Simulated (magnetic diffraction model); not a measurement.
**Magnetic neutron pattern of PrAlIn2Au**

Space group Imm2 (no. 44), a = 4.4750 Å, b = 4.5420 Å, c = 12.0500 Å.

| site | atom | x | y | z |
| --- | --- | --- | --- | --- |
| 2b | Au | 1/2 | 0 | 0.2494 |
| 2a | Pr | 1/2 | 1/2 | 0.4998 |
| 2a | In | 1/2 | 1/2 | 0.1126 |
| 2a | In | 0 | 0 | 0.3886 |
| 2b | Al | 0 | 1/2 | 0.2479 |

The compound is invented for this exercise: a known structure type with other elements, its cell scaled to their sizes and not relaxed.

Only Pr is taken to order (form factors of Pr3+); orders and moment sizes are assumed, and not adapted to the symmetry. Radiation: neutrons of λ = 2.52 Å, 3° to 65°; isotropic B of 0.38 Å² (Au), 0.48 Å² (Pr), 0.61 Å² (In) and 0.7 Å² (Al). Simulated constant-wavelength pattern: nuclear and magnetic terms add, the magnetic one as |2.695 fm × Σ f S⊥ exp(2πi Q·r) exp(−B s²)|², summed over all Q at one angle with the factor 1/(sin²θ cos θ). For collinear order S is the moment m, which repeats by lattice and centring translations R with the sign exp(−2πi k·R). Free-ion form factors, Sears's scattering lengths of 1992, no absorption; a label names one of the reflections at its angle. The strongest nuclear line in the range is 100, and lines under 0.2 are left out.

Assume the order k = (0 1/2 1/2), collinear moments along [101], 2.17 μB on Pr.

Predict the pattern, nuclear and magnetic parts apart.

```csv
2θ (°),index,nuclear,magnetic
17.05,(0 1/2 1/2),0.0,21.8
24.14,(0 0 2),10.0,0.0
24.17,(0 1/2 -3/2),0.0,6.2
34.43,(0 1/2 5/2),0.0,1.9
34.49,(0 1 1),7.5,0.0
34.96,(1 0 1),7.5,0.0
37.11,(1 1/2 -1/2),0.0,8.9
41.08,(1 1/2 3/2),0.0,6.2
46.08,(0 1/2 -7/2),0.0,0.8
46.56,(1 1 0),0.6,0.0
48.22,(1 1/2 -5/2),0.0,3.5
49.45,(0 0 4),6.3,0.0
49.51,(0 1 3),18.6,0.0
49.59,(0 3/2 -1/2),0.0,2.8
49.86,(1 0 3),18.1,0.0
52.81,(0 3/2 3/2),0.0,2.2
53.13,(1 1 2),100.0,0.0
57.65,(1 1/2 7/2),0.0,1.9
58.75,(0 1/2 9/2),0.0,0.4
58.87,(0 3/2 -5/2),0.0,1.5
60.68,(1 3/2 1/2),0.0,3.5
63.52,(1 3/2 -3/2),0.0,3.0
```

The strongest magnetic line in the range is (0 1/2 1/2) at 17.05° (21.8). On top of the Lorentz factor, which all lines share, magnetic lines fade with angle because f falls: for Pr3+ it is 0.97, 0.88, 0.76 and 0.50 at sin θ/λ = 0.1, 0.2, 0.3 and 0.5 Å⁻¹, while nuclear lengths stay constant. The order has no net moment.

[Logs are printed without paths, hosts, clocks, repeated set-up lines and the standing remarks that a program may print on its own settings, such as how far it seeks lower states.]
